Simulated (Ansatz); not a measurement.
# Cu2IF (built on the sites of a database entry of CuI): phonons and vibrational spectra, part 2 of 2

Wanted: phonon frequencies of Cu2IF (built on the sites of a database entry of CuI) and what follows from them.

Ansatz 0.2.0; DFT PBEsol, scalar-relativistic, plane waves, PAW.

So far. Step 4 (Tight relaxation): The largest force component left is 0.28 meV/Å and the pressure is 0.000 GPa, within the tolerances set. The cell now holds 18.05 Å³/atom. The relaxed cell has a, b, c = 4.267, 5.157, 6.564 Å (conventional setting).

The structure was built from a prototype and need not be the compound's stable phase.

## (5) Linear response at the zone centre (continued)

Without the LO-TO term. Patterns of degenerate modes are one choice out of their space. Modes at Γ, with each element's share of the kinetic energy:

```
mode  frequency (cm⁻¹)  symmetry  Cu %  I %  F %
   1               0.0  acoustic    47   46    7
   2               0.0  acoustic    47   46    7
   3               0.0  acoustic    47   46    7
   4              31.1        B1    36    9   55
   5              34.5        B2    80   13    7
   6              87.0        B2    50    3   47
   7             116.5        B1    43   33   24
   8             119.0        A1    93    3    3
   9             133.1        A1    43   50    7
  10             152.4        B2    23   37   39
  11             208.7        B1    75   11   14
  12             306.1        A1    17    0   83
```

Displacements in mode 4 (31.1 cm⁻¹), the largest set to 1:
```
Cu1  0.00  0.00 -0.27
Cu2  0.00  0.00 -0.34
I3   0.00  0.00  0.16
F4   0.00  0.00  1.00
```

Displacements in mode 7 (116.5 cm⁻¹), the largest set to 1:
```
Cu1  0.00  0.00  0.72
Cu2  0.00  0.00 -0.11
I3   0.00  0.00 -0.45
F4   0.00  0.00  1.00
```

Optical modes at the zone centre, without and with the macroscopic field of the longitudinal modes; each column is sorted by frequency, so a row need not hold one and the same mode. Modes with and without the field, by row:

```
rank among optical modes  no field (cm⁻¹)  q along (1, 0, 0) (cm⁻¹)  q along (0, 1, 0) (cm⁻¹)  q along (0, 0, 1) (cm⁻¹)
                       1             31.1                      31.1                      31.1                      34.5
                       2             34.5                      41.6                      34.5                        87
                       3               87                     116.5                        87                     112.2
                       4            116.5                       119                     116.5                       119
                       5              119                     132.9                     122.6                     133.1
                       6            133.1                     133.1                     136.4                       145
                       7            152.4                     157.2                     152.4                     152.4
                       8            208.7                     208.7                     208.7                     219.1
                       9            306.1                     306.1                     326.5                     306.1
```

Born charge (rows field, columns displacement) (e), principal values of the symmetric part by kind of site:

```
atom  atoms with these values    low  middle   high   mean
 Cu1                        1   1.03    1.32   1.49   1.28
 Cu2                        1   0.58    0.84   1.15   0.86
  I3                        1  -0.80   -0.60  -0.44  -0.61
  F4                        1  -1.89   -1.39  -1.30  -1.53
```

In full for F4:

```
-1.30  0.00  0.00
 0.00 -1.39  0.00
 0.00  0.00 -1.89
```

High-frequency dielectric tensor:

```
7.00 0.00 0.00
0.00 6.69 0.00
0.00 0.00 6.81
```

Static dielectric tensor (ions relaxed, fixed cell):

```
 25.4   0.0   0.0
  0.0   8.5   0.0
  0.0   0.0 151.7
```

Transverse modes. Infrared lines, with heights relative to the strongest:

```
position (cm⁻¹)  label  relative intensity
             31     B1                 100
             34     B2                 7.6
             87     B2                  51
            116     B1                 3.3
            119     A1                 6.1
            133     A1                 3.8
            152     B2                 2.6
            209     B1                  12
            306     A1                  61
```

Before it was imposed, the acoustic sum rule was missed by 9.3e-5 eV/Å² and the charge sum rule by 0.0018 e. Small misses are needed for a sound result but don't prove that mesh and cutoff are converged. The lowest optical mode is real, 31.1 cm⁻¹.

The log warns of the k mesh: “the force constants stand on the 8×8×8 k-mesh, whose period is 12.57 times the interband length at k = (0.0000, 0.0000, 0.0000), direct gap 0.731 eV, under 14: take them and everything formed from them as unconverged”.

## (6) Isotope substitution

An isotope changes the mass and not the force constants, so no new electronic calculation is needed; the shifts show which modes move this element.

The same force constants with the mass of Cu changed from 63.546 to 64.928 u (phonopy, no LO-TO term). Both lists are sorted by frequency; levels can cross, so a row need not hold one and the same mode. Modes under 3 cm⁻¹ are left out. Isotope shifts, by row:

```
    q  rank  natural mass (cm⁻¹)  changed mass (cm⁻¹)
0 0 0     4                31.08                30.96
0 0 0     5                34.49                 34.2
0 0 0     6                86.96                86.49
0 0 0     7                116.5                  116
0 0 0     8                  119                117.8
0 0 0     9                133.1                132.5
0 0 0    10                152.4                  152
0 0 0    11                208.7                  207
0 0 0    12                306.1                305.5
```

A mode of this element alone would shift by -1.07 %. The highest zone-centre frequency without the field goes from 306.1 to 305.5 cm⁻¹ (-0.2 %). The product of the frequency ratios over all optical modes at Γ is 0.952; the product rule, (m/m′)^(3k/2) (M′/M)^(3/2) with k = 2 such atoms and M the mass of the cell, gives 0.952.

## (7) Summary of results

- space group after relaxation (within 0.01 Å): Amm2
- volume per atom: 18.1 Å³
- gap on the k-mesh: 0.516 eV
- highest optical mode at the zone centre (no LO-TO term): 306 cm⁻¹
- top of the zone-centre spectrum with the field: 327 cm⁻¹
- lowest optical zone-centre mode: 31.1 cm⁻¹
- mean high-frequency dielectric constant: 6.84
- mean static dielectric constant: 61.9
- largest Born charge (third of the trace): -1.53 e
- imaginary modes at Γ (the only wavevector solved): none

What this shows: The structure is stable against zone-centre distortions, since no mode there is imaginary; other wavevectors were not solved, so zone-boundary instabilities are untested. Without the field, the optical modes at Γ span 31 to 306 cm⁻¹. No dispersion was computed. The highest mode in this list at Γ, 306.1 cm⁻¹, is mostly motion of F (83 % of the kinetic energy). With the macroscopic field of the longitudinal modes the top of the zone-centre spectrum lies at 327 cm⁻¹, against 306 cm⁻¹ without it. Lattice motion raises the mean dielectric constant from 6.836 to 61.86. The strongest infrared line is at 31 cm⁻¹. With the field response the log warns that the k mesh is coarse for the force constants too, so the frequencies may not be converged. Spin-orbit coupling is left out, which can matter for the heavy elements here. The starting cell was built on a prototype and not taken from a measurement, so the phase need not exist. These are harmonic frequencies at zero temperature: anharmonic shifts, linewidths and thermal expansion are left out.

[Logs are printed without paths, hosts, clocks, repeated set-up lines and the standing remarks that a program may print on its own settings, such as how far it seeks lower states.]

[Hosts, paths, dates, database ids (printed as entryN), source tags and the programs' standing remarks are cut or masked in the printed files.]
